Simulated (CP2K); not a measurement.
Consider isocyanopyrazine at its PBE geometry (Å).

```xyz
11

C     3.4749   -0.5212    0.0023
N     2.2941   -0.4022   -0.0069
C     0.9249   -0.1936   -0.0075
C     0.4352    1.1213    0.0774
N    -0.8773    1.3679    0.0859
C    -1.6886    0.2995    0.0090
C    -1.1884   -1.0034   -0.0809
N     0.1267   -1.2662   -0.0903
H     1.1194    1.9698    0.1388
H    -2.7631    0.4912    0.0181
H    -1.8579   -1.8632   -0.1458
```

Method: CP2K XAS_TDP, all-electron GAPW, PBEh(45%), aug-cc-pVDZ, TDA, no relativity.

Question: Where do the C K-edge lines lie, and how strong are they?

Leading lines: C1 281.27 eV, C3 282.94 eV, C4 281.63 eV, C6 281.50 eV and C7 281.61 eV. The leading line of an atom is its first one with 35 % of the strongest within 2.5 eV of its lowest line over the strength cut. 

The first six lines of each atom with a strength over 0.0015:

| atom | energy (eV) | states | strength, one atom |
| --- | --- | --- | --- |
| C1 (bonded to N) | 281.27 | 1 | 0.0654 |
|  | 281.71 | 1 | 0.0729 |
|  | 286.17 | 1 | 0.0047 |
|  | 287.37 | 1 | 0.0022 |
|  | 287.57 | 1 | 0.0055 |
|  | 288.59 | 1 | 0.0015 |
| C3 (bonded to C and 2 N) | 282.94 | 1 | 0.0502 |
|  | 284.80 | 1 | 0.0024 |
|  | 287.08 | 1 | 0.0045 |
|  | 287.83 | 1 | 0.0030 |
|  | 288.00 | 1 | 0.0060 |
|  | 288.53 | 1 | 0.0109 |
| C4 (bonded to C, N and H) | 281.63 | 1 | 0.0537 |
|  | 283.29 | 1 | 0.0016 |
|  | 285.93 | 1 | 0.0143 |
|  | 286.78 | 1 | 0.0016 |
|  | 286.94 | 1 | 0.0046 |
|  | 287.42 | 1 | 0.0035 |
| C6 (bonded to C, N and H) | 281.50 | 1 | 0.0514 |
|  | 283.28 | 1 | 0.0030 |
|  | 285.64 | 1 | 0.0133 |
|  | 286.75 | 1 | 0.0029 |
|  | 286.97 | 1 | 0.0075 |
|  | 287.01 | 1 | 0.0017 |
| C7 (bonded to C, N and H) | 281.61 | 1 | 0.0527 |
|  | 283.25 | 1 | 0.0032 |
|  | 285.72 | 1 | 0.0136 |
|  | 286.76 | 1 | 0.0030 |
|  | 287.01 | 1 | 0.0079 |
|  | 287.16 | 1 | 0.0017 |

Lines are vertical, at one geometry, with no vibrational structure. Without a correction of the core level, line positions, and the gaps between valence and Rydberg lines, follow the share of exact exchange. At this level such K lines come out 3 to 6 eV under measured ones. These values hold no scalar relativity, about 0.1 eV for C 1s. Rydberg lines, and the discretised continuum above threshold, depend on the basis and the box.

[Banner, clock and machine lines of the logs are left out without a mark of their own.]

[Logs are printed without paths, hosts, clocks, repeated set-up lines and the standing remarks that a program may print on its own settings, such as how far it seeks lower states.]

[Hosts, paths, dates, database ids (printed as entryN), source tags and the programs' standing remarks are cut or masked in the printed files.]
